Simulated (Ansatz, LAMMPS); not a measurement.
# Structural relaxation of amorphous 71ZrO2-29SiO2 (mol %) (84 atoms)

How does amorphous 71ZrO2-29SiO2 (mol %) (84 atoms) relax, and what do bonds, charges and levels look like afterwards?

Calculated with Ansatz 0.2.0; Kohn-Sham DFT, PBE, PAW (set soft_2), plane waves.

Most raw output is cut from this account.

## 1. Set-up

The cell holds 84 atoms: 20 Zr, 8 Si and 56 O. Its edges and angles: a = 10.476 Å, b = 10.476 Å, c = 10.476 Å, α = 90.0°, β = 90.0°, γ = 90.0°. 84 atoms (20 Zr, 8 Si, 56 O) placed at random at 4.25 g/cm³, melted at 5000 K for 10 ps at fixed volume with the Morse and Coulomb pair potential with partial charges (Pedone, Malavasi, Menziani, Cormack and Segre, J. Phys. Chem. B 110, 11780 (2006)). Quenched from 5000 K to 300 K at 50 K/ps and fixed volume, held 5 ps, then minimised at fixed cell.

Limits known from the start: The quench rate of 50 K/ps far exceeds what a furnace or splat quench reaches, so expect more defects and frozen-in strain than in a real sample. The network of bonds at the start is that of the classical potential that made the cell. Only the Γ point is sampled in the main run, in a cell whose shortest periodic width is 10 Å.

## 2. Making the structure

A classical potential supplies the starting structure, since it reaches far longer times than DFT.

This step: classical MD, Morse and Coulomb pair potential with partial charges (Pedone, Malavasi, Menziani, Cormack and Segre, J. Phys. Chem. B 110, 11780 (2006)) (LAMMPS 22 Jul 2025 - Update 4).

in.lmp reads:

```
# melt-quench of Zr20Si8O56
units metal
atom_style charge
boundary p p p
region box block 0 10.4762 0 10.4762 0 10.4762
create_box 3 box
mass 1 91.2240   # Zr
mass 2 28.0850   # Si
mass 3 15.9990   # O
create_atoms 1 random 20 40749 NULL overlap 1.5 maxtry 2000
create_atoms 2 random 8 40756 NULL overlap 1.5 maxtry 2000
create_atoms 3 random 56 40763 NULL overlap 1.5 maxtry 2000
pair_style hybrid/overlay pedone 5.5 coul/long 8.0
pair_coeff * * coul/long
pair_coeff 1 3 pedone 0.206237 2.479675 2.436997 1   # Zr-O
pair_coeff 2 3 pedone 0.340554 2.006700 2.100000 1   # Si-O
pair_coeff 3 3 pedone 0.042395 1.379316 3.618701 22   # O-O
set type 1 charge 2.4
set type 2 charge 2.4
set type 3 charge -1.2
kspace_style pppm 1.0e-4
neigh_modify delay 0 every 1 check yes
thermo_style custom step time temp pe press density
thermo_modify norm yes
timestep 0.002
thermo 100
min_style cg
minimize 1e-4 1e-4 200 2000
reset_timestep 0
velocity all create 5000 40750 mom yes dist gaussian
fix lim all nve/limit 0.05
fix lan all langevin 5000 5000 0.2 40751 zero yes
thermo 500
run 1000 post no
# [... 10 lines left out ...]
thermo 1250
fix md all nvt temp 300 300 0.2
run 2500 post no
unfix md
thermo 100
min_style cg
minimize 0 1e-3 2000 20000
write_dump all custom glass.dump id type xs ys zs modify sort id
```

Launch:

```console
$ lmp -in in.lmp -log none -nocite
```

Run time: 23 s. Hardware: 1 thread of Arm Neoverse V1, shared host; peak memory 0.072 GiB.

## 3. Single point at the start

The forces at the start show how far the geometry lies from a minimum of this functional.

input.yaml reads:

```yaml
crystal:
  lattice:
    - [10.4762, 0.0, 0.0]
    - [0.0, 10.4762, 0.0]
    - [0.0, 0.0, 10.4762]
  atoms:
    - { symbol: Zr, position: [0.16367, 0.47901, 0.32599] }
    - { symbol: Zr, position: [0.40738, 0.54305, 0.84431] }
    - { symbol: Zr, position: [0.0816, 0.84213, 0.27622] }
    - { symbol: Zr, position: [0.87572, 0.61135, 0.04376] }
    - { symbol: Zr, position: [0.05732, 0.94691, 0.591] }
    - { symbol: Zr, position: [0.93494, 0.64811, 0.49908] }
    - { symbol: Zr, position: [0.3812, 0.3031, 0.06006] }
    - { symbol: Zr, position: [0.6731, 0.32332, 0.93878] }
[... 72 atom lines left out ...]
    - { symbol: O, position: [0.06621, 0.7294, 0.64423] }
    - { symbol: O, position: [0.75646, 0.70069, 0.37672] }
    - { symbol: O, position: [0.9704, 0.21262, 0.11523] }
    - { symbol: O, position: [0.83192, 0.24789, 0.32164] }
kpoints:
  mp_grid: { grid: [1, 1, 1] }
hamiltonian:
  xc: pbe
scf:
  occupations: { method: fermi_dirac, width: 0.025 }
output:
  forces: true
```

Launch:

```console
$ ansatz run input.yaml --threads 4 --pin off --max-ram 8192MiB --backend cpu --events-out ev --progress --plain --runs-dir out
```

Run time: 14 s. Hardware: 4 threads of Arm Neoverse V1, shared host; peak memory 1.5 GiB; 54 s of CPU time.

The run gave:

- free energy: -120657.3103 eV
- free energy per atom: -1436.3966 eV/atom
- SCF cycles: 10
- r.m.s. force component: 0.7906 eV/Å
- longest force: 3.12 eV/Å
- Fermi energy: 8.2 eV

The r.m.s. force component of 0.79 eV/Å sets the starting point.

Neighbours are counted within 2.82 Å (O-Zr), 2.12 Å (O-Si).

Length of the force by element and coordination:

```tsv
element	coordination	atoms	mean length of the force (eV/Å)	spread	least	most
O	all	56	1.10	0.781	0.118	3.12
O	2	17	1.89	0.784	0.310	3.12
O	3	36	0.781	0.489	0.118	1.99
O	4	3	0.546	0.0618	0.474	0.625
Si	all	8	1.7	0.600	0.883	2.66
Zr	all	20	1.11	0.465	0.321	2.32
Zr	5	3	1.32	0.711	0.788	2.32
Zr	6	12	1.15	0.377	0.518	1.76
Zr	7	5	0.888	0.372	0.321	1.48
```

## 4. Cell and atoms relaxed

The cell is relaxed with the atoms, since the starting lattice needn't suit this functional.

Edit input.yaml of step 3 so:

```diff
@@ -15 +15,5 @@
   forces: true
+relax:
+  f_tol: 0.04
+  max_steps: 250
+  cell: {}
```

Elapsed: 3.5 min, on 4 threads; peak memory 1.5 GiB; 14 min of CPU time.

Relaxation path:

```tsv
step	energy less that of the first step (eV)	largest force component (eV/Å)	pressure (GPa)	volume (Å³)
1	0.0000	3.0808	-2.21	1149.77
2	-2.4900	1.4002	2.75	1102.33
3	-3.1762	0.8484	1.17	1111.76
4	-3.6001	0.5192	-0.18	1115.56
5	-3.7596	0.4044	-0.06	1112.80
6	-3.8145	0.2833	-0.04	1112.44
7	-3.8308	0.3297	-0.03	1112.35
8	-3.8232	0.6647	0.04	1113.34
9	-3.8975	0.1664	-0.01	1113.08
10	-3.9104	0.0456	0.01	1114.05
11	-3.9140	0.0262	0.01	1113.68
12*	-3.8227	0.0267	-0.12	1113.68
13	-3.8287	0.0260	-0.03	1112.89
14	-3.8298	0.0099	-0.01	1112.69
15*	-3.8278	0.0099	-0.01	1112.69
```

Relaxation steps marked * repeat the geometry before them on a plane-wave basis chosen anew for their cell, so energy and pressure can jump there. Relaxation step 8 was tried and not accepted.

```tsv
cell as run	before	after	change
a (Å)	10.476	10.598	+1.2 %
b (Å)	10.476	10.289	-1.8 %
c (Å)	10.476	10.214	-2.5 %
α (°)	90.00	88.43	-1.7 %
β (°)	90.00	89.88	-0.1 %
γ (°)	90.00	88.11	-2.1 %
volume (Å³/atom)	13.69	13.25	-3.2 %
```

The atoms that moved most (Å, as changes of fractional coordinates times the final cell):

```tsv
atom	dx	dy	dz	length
O74	0.053	0.196	-0.516	0.554
O53	0.152	-0.119	0.474	0.512
Zr15	-0.189	-0.133	-0.417	0.477
Zr10	-0.099	-0.098	0.421	0.444
O60	0.415	-0.083	-0.130	0.443
O73	0.064	-0.363	-0.131	0.391
O78	-0.148	-0.185	-0.147	0.279
O45	0.251	-0.060	0.086	0.272
```

The relaxation changed the energy by -45.6 meV/atom, and atoms moved by 0.19 Å r.m.s., 0.55 Å at most.

## 5. Distances and neighbours after relaxation

Bonds before and after, by the cutoffs listed below:

```tsv
pair	bonds before	bonds after	mean before (Å)	mean after (Å)	spread before (Å)	spread after (Å)
O-Zr	122	125	2.168	2.160	0.126	0.148
O-Si	32	32	1.625	1.646	0.058	0.032
```

Density 4.40 g/cm³, 13.25 Å³ an atom.

Pair distribution functions g(r), in bins of 0.2 Å:

```tsv
r (Å)	total	O-O	O-Zr	O-Si	Zr-Zr	Zr-Si	Si-Si
1.50	0.10	0.00	0.00	0.80	0.00	0.00	0.00
1.70	1.38	0.00	0.00	10.86	0.00	0.00	0.00
1.90	0.39	0.00	1.22	0.00	0.00	0.00	0.00
2.10	2.21	0.00	6.97	0.00	0.00	0.00	0.00
2.30	0.65	0.00	2.04	0.00	0.00	0.00	0.00
2.50	0.59	1.09	0.33	0.00	0.00	0.00	0.00
2.70	1.37	2.90	0.16	0.13	0.00	0.00	1.79
2.90	1.04	2.26	0.00	0.12	0.00	0.65	0.00
3.10	0.82	1.33	0.08	0.71	0.23	2.00	1.42
3.30	0.88	0.91	0.65	0.27	2.38	1.99	1.33
3.50	0.85	0.76	0.26	1.03	3.29	2.48	0.00
3.70	0.98	0.77	0.80	1.51	1.74	2.05	0.00
3.90	1.00	0.68	1.16	1.35	2.31	0.38	0.90
4.10	1.14	0.87	1.39	1.81	0.80	0.65	0.85
4.30	0.98	0.78	1.23	1.62	0.24	0.60	0.74
4.50	1.04	0.69	1.68	1.03	0.33	0.69	2.07
4.70	1.18	0.85	1.67	1.21	0.80	1.39	0.00
4.90	0.97	1.10	1.10	0.49	0.46	0.81	1.72
```

Bonds by pair of elements; cutoffs follow the first minimum of g(r), held within bounds set by covalent radii, and pairs that aren't listed don't count as bonded:

```tsv
pair A-B	cutoff (Å)	bonds	mean length (Å)	spread (Å)	shortest (Å)	B about A	A about B
O-Zr	2.82	125	2.16	0.148	1.91	2.23	6.25
O-Si	2.12	32	1.65	0.032	1.58	0.571	4
```

How many atoms have how many bonded neighbours:

```tsv
element	mean	2	3	4	5	6	7
O	2.80	15	37	4	0	0	0
Si	4	0	0	8	0	0	0
Zr	6.25	0	0	0	2	11	7
```

Bond angles, per cent of each kind in bins of 5°:

```tsv
angle (°)	O-Zr-O	Zr-O-Zr	O-Si-O	Si-O-Zr
60–65	0.9	0.0	0.0	0.0
65–70	4.8	0.0	0.0	0.0
70–75	12.7	0.0	0.0	0.0
75–80	10.5	0.0	0.0	0.0
80–85	8.4	0.0	0.0	0.0
85–90	9.0	2.9	0.0	2.2
90–95	7.5	7.8	0.0	4.4
95–100	4.8	11.8	6.2	11.1
100–105	3.6	13.7	20.8	4.4
105–110	4.2	19.6	29.2	2.2
110–115	3.6	6.9	20.8	4.4
115–120	1.5	4.9	20.8	8.9
120–125	4.2	4.9	2.1	11.1
125–130	3.0	2.9	0.0	2.2
130–135	2.1	5.9	0.0	11.1
135–140	3.6	3.9	0.0	15.6
140–145	1.5	6.9	0.0	4.4
145–150	3.0	3.9	0.0	4.4
150–155	2.4	0.0	0.0	8.9
155–160	3.6	2.0	0.0	2.2
160–165	2.1	2.0	0.0	2.2
165–170	1.2	0.0	0.0	0.0
170–175	0.9	0.0	0.0	0.0
175–180	0.6	0.0	0.0	0.0
```

Bond angles (no mean is given where the spread exceeds 20°):

```tsv
angle	count	mean (°)	spread (°)
O-Zr-O	332	-	-
Zr-O-Zr	102	115	18.6
O-Si-O	48	109	6.1
Si-O-Zr	45	-	-
Si-O-Si	3	132	13.8
```

Bond length by coordination (bonds to H left out):

```tsv
element	coordination	atoms	mean bond length (Å)
O	2	15	1.84
O	3	37	2.08
O	4	4	2.25
Zr	5	2	2.07
Zr	6	11	2.14
Zr	7	7	2.21
```

For some of the pairs, g(r) has its first main peak near 2.7 Å (O-O), 2.1 Å (O-Zr), 1.6 Å (O-Si) and 3.4 Å (Zr-Zr). By these cutoffs 66 % of O atoms have 3, all Si atoms have 4 and 55 % of Zr atoms have 6 bonded neighbours.

## 6. Single point at the relaxed geometry

The electronic structure is read at the final geometry, in a run of its own.

input.yaml reads:

```yaml
crystal:
  lattice:
    - [10.5961, 0.17211, 0.00967]
    - [0.17211, 10.28706, 0.14063]
    - [0.00967, 0.14063, 10.21264]
  atoms:
    - { symbol: Zr, position: [0.1718, 0.48563, 0.32678] }
    - { symbol: Zr, position: [0.39601, 0.55928, 0.84588] }
    - { symbol: Zr, position: [0.08633, 0.84181, 0.26776] }
    - { symbol: Zr, position: [0.87797, 0.6175, 0.05705] }
    - { symbol: Zr, position: [0.03956, 0.95449, 0.58358] }
    - { symbol: Zr, position: [0.92774, 0.65091, 0.50013] }
    - { symbol: Zr, position: [0.37842, 0.29656, 0.06942] }
    - { symbol: Zr, position: [0.67559, 0.34299, 0.94733] }
[... 72 atom lines left out ...]
    - { symbol: O, position: [0.05209, 0.73053, 0.64783] }
    - { symbol: O, position: [0.76343, 0.69473, 0.37732] }
    - { symbol: O, position: [0.97407, 0.20309, 0.10501] }
    - { symbol: O, position: [0.84854, 0.24627, 0.33589] }
kpoints:
  mp_grid: { grid: [1, 1, 1] }
hamiltonian:
  xc: pbe
scf:
  occupations: { method: fermi_dirac, width: 0.025 }
output:
  forces: true
  stress: true
  populations: true
  dos:
    method: { smearing: { sigma: 0.08 } }
    de: 0.05
    projected: { site_lists: { O: [O], Si: [Si], Zr: [Zr] } }
  eigenvalues: true
  write_density: true
  write_potential: true
  volumetric_format: npy
```

It took 22 s on 4 threads; peak memory 1.5 GiB; 85 s of CPU time.

Read from the output:

| Property | Result |
| --- | --- |
| free energy | -120661.1381 eV |
| free energy per atom | -1436.4421 eV/atom |
| SCF cycles | 10 |
| pressure | -0.009644 GPa |
| r.m.s. force component | 0.00259 eV/Å |
| longest force | 0.01114 eV/Å |
| Fermi energy | 8.824 eV |
| gap (highest filled to lowest empty level) | 3.36 eV |
| spilling of the projection | 0.006417 |

Löwdin charges by element and coordination (they lack the spilled electrons, 0.046 e an atom on average):

```tsv
element	coordination	atoms	mean charge (e)	spread	least	most
O	all	56	-0.705	0.0552	-0.793	-0.571
O	2	15	-0.718	0.0591	-0.793	-0.571
O	3	37	-0.701	0.0535	-0.790	-0.609
O	4	4	-0.688	0.0455	-0.753	-0.636
Si	all	8	1.65	0.017	1.62	1.68
Zr	all	20	1.51	0.0233	1.45	1.56
Zr	5	2	1.53	0.028	1.50	1.56
Zr	6	11	1.50	0.0221	1.45	1.53
Zr	7	7	1.50	0.0199	1.47	1.54
```

States in the cell by windows of 1 eV, zero at the Fermi level; the larger projections on atomic orbitals stand beside the total:

```tsv
from (eV)	to (eV)	total	O p	Zr d
-10	-9	2.0	1.4	0.1
-9	-8	7.7	4.9	0.6
-8	-7	10.0	7.0	0.9
-7	-6	39.9	28.8	5.8
-6	-5	61.3	45.7	11.4
-5	-4	67.9	55.3	8.8
-4	-3	73.2	64.4	5.6
-3	-2	69.0	64.2	2.9
-2	-1	3.0	2.9	0.1
-1	1	0.0	0.0	0.0
1	2	3.6	0.3	3.0
2	3	47.6	5.0	39.0
3	4	53.4	7.8	40.4
4	5	34.9	5.4	22.9
```

Between -26 and -10 eV lie 114 more states.

The stored curve holds about 448 of the 608 electrons; the rest, give or take the few that broadening carries across the Fermi level, lie in deeper levels below its range.

The levels nearest the highest filled one (over half full), pooled over k-points and spins:

```tsv
level less the highest filled one (eV)	occupation
-0.516	2
-0.499	2
-0.441	2
-0.418	2
-0.326	2
0	2
3.36	0
3.65	0
3.77	0
3.78	0
3.87	0
3.92	0
```

Electrostatic potential energy in the bc plane at fractional x = 0.099, with atoms of Zr and Si and O within 0.2 Å of it. With pseudopotentials it is smooth inside the atoms' cores, unlike the true potential.

Ten even steps from '0' (-41 eV) to '9' (14 eV), each cell a mean:
```
27999999999997410478999999710
58999999999998644689999999853
99999999999999877899999999998
99999999999999999999999999999
99999999999999999999888899999
99999999997899999998877899999
99999999831389999998767889889
88999999720279999998535888777
68988999964699999998535887534
47633699999999999999878986300
57400388899999999999999987411
78732588889999999999999998766
89999988889999999999999999888
99999998889988889976799999999
99999999899876668720278878899
88999996458864347731277434689
32588873005864347876774000277
10265463126886678999873000165
43440015789998888999985100378
98730005899999975589987655789
99862136899999941159999888899
99987778999999952269999999999
99999999999998866689999999998
49999999999998522589999999842
```
Columns run along b (10.3 Å; values clipped at the 3rd and 97th percentile), rows up along c (10.2 Å). Atoms in or near the plane, at fractional coordinates: Zr at (0.84, 0.27), Si at (0.17, 0.19), O at (0.29, 0.29), O at (0.66, 0.37), O at (0.04, 0.26), O at (0.97, 0.97), O at (0.58, 0.13), O at (0.13, 0.55), O at (0.35, 0.69).

Valence density in the bc plane at fractional x = 0.099, with atoms of Zr and Si and O within 0.2 Å of it. It is the smooth field of the valence electrons, not physical close to the nuclei.

Ten even steps from '_' (0.0 e/Å³) to '@' (7.0 e/Å³), each cell a mean:
```
**..________________________________________________..**@@
::____________________________..____________________..--==
__________________________________________________________
__________________________________________________________
__________________________________________________________
____________________..____________________________________
________________..==##==..________________..______________
________________..++@@**..______________::--::____________
__________________::--::________________::--::______......
..__..====::____________________________......______..----
....--%%@@==..______________________________________..::::
____..==++::__________________________________________..__
__________________________________________________________
____________________________________..::..________________
____________________________..____..++%%++..______________
__..__________::----..____..::..__..==##++..__..::..______
==++--______..==@@##::____......____..::..__..==++==::__..
##@@++..____..--**++::______________________::++++++--..::
--==::..______......________________________..--====::__..
______________________________..----..__________..________
______________________________--####--____________________
______________________________::++++::____________________
______________________________......____________________..
--__________________________________________________..==**
```
Columns run along b (10.3 Å), rows up along c (10.2 Å). Atoms in or near the plane, at fractional coordinates: Zr at (0.84, 0.27), Si at (0.17, 0.19), O at (0.29, 0.29), O at (0.66, 0.37), O at (0.04, 0.26), O at (0.97, 0.97), O at (0.58, 0.13), O at (0.13, 0.55), O at (0.35, 0.69).

Mean Löwdin charges: O -0.70, Si +1.65, Zr +1.51 e (they miss 0.64 % of the electrons, so they add up to more than the cell's charge). The largest share in the top eV of filled states is O p (95 % of the projected weight), and in the lowest eV of empty states Zr d (85 % of the projected weight).

Local excerpt of 10 atoms (numbers count through the whole input) about Zr17, which has 5 bonded neighbours where the commonest count for Zr is 6; x, y, z are measured from there.

```tsv
atom	x	y	z	distance (Å)	bonds	Löwdin charge (e)
Zr17	0.00	0.00	0.00	0.00	5	1.50
O45	-0.10	-1.51	-1.16	1.91	2	-0.57
O34	-1.52	0.14	1.27	1.98	3	-0.66
O73	1.43	1.42	-0.20	2.03	3	-0.63
O51	1.07	-0.46	1.79	2.13	3	-0.77
O54	-0.68	1.28	-1.74	2.26	3	-0.78
Si24	2.37	-1.51	1.60	3.23	4	1.64
Zr16	1.41	1.86	-2.30	3.28	6	1.51
O42	3.01	-1.32	0.11	3.29	2	-0.71
O41	1.74	-0.02	-2.80	3.30	2	-0.64
```

The column of bonds counts only the pairs O-Zr within 2.82 Å, O-Si within 2.12 Å; other neighbours, such as metal atoms beside each other in a compound, aren't counted, and periodic images can show an atom twice.

## 7. K-mesh 2×2×2

A denser mesh tests the sampling of the Brillouin zone.

Edit input.yaml of step 6 so:

```diff
@@ -8,3 +8,3 @@
 kpoints:
-  mp_grid: { grid: [1, 1, 1] }
+  mp_grid: { grid: [2, 2, 2] }
 hamiltonian:
@@ -22,4 +22 @@
   eigenvalues: true
-  write_density: true
-  write_potential: true
-  volumetric_format: npy
```

Elapsed: 3.4 min, on 4 threads; peak memory 5.6 GiB; 14 min of CPU time.

The program notes that it cut back its work space to fit the memory limit.

Geometry and reference: those of the single point at the relaxed geometry.

Forces differ from those of the single point at the relaxed geometry by 13 meV/Å r.m.s.; the energy by -1.0 meV/atom and the gap by -0.014 eV. It took 3.4 min and 10 cycles; the reference's time can't be set against it, since the two runs asked for unlike analyses.

(Continued in part 2 of 2.)

[Logs are printed without paths, hosts, clocks, repeated set-up lines and the standing remarks that a program may print on its own settings, such as how far it seeks lower states.]

[Hosts, paths, dates, database ids (printed as entryN), source tags and the programs' standing remarks are cut or masked in the printed files.]
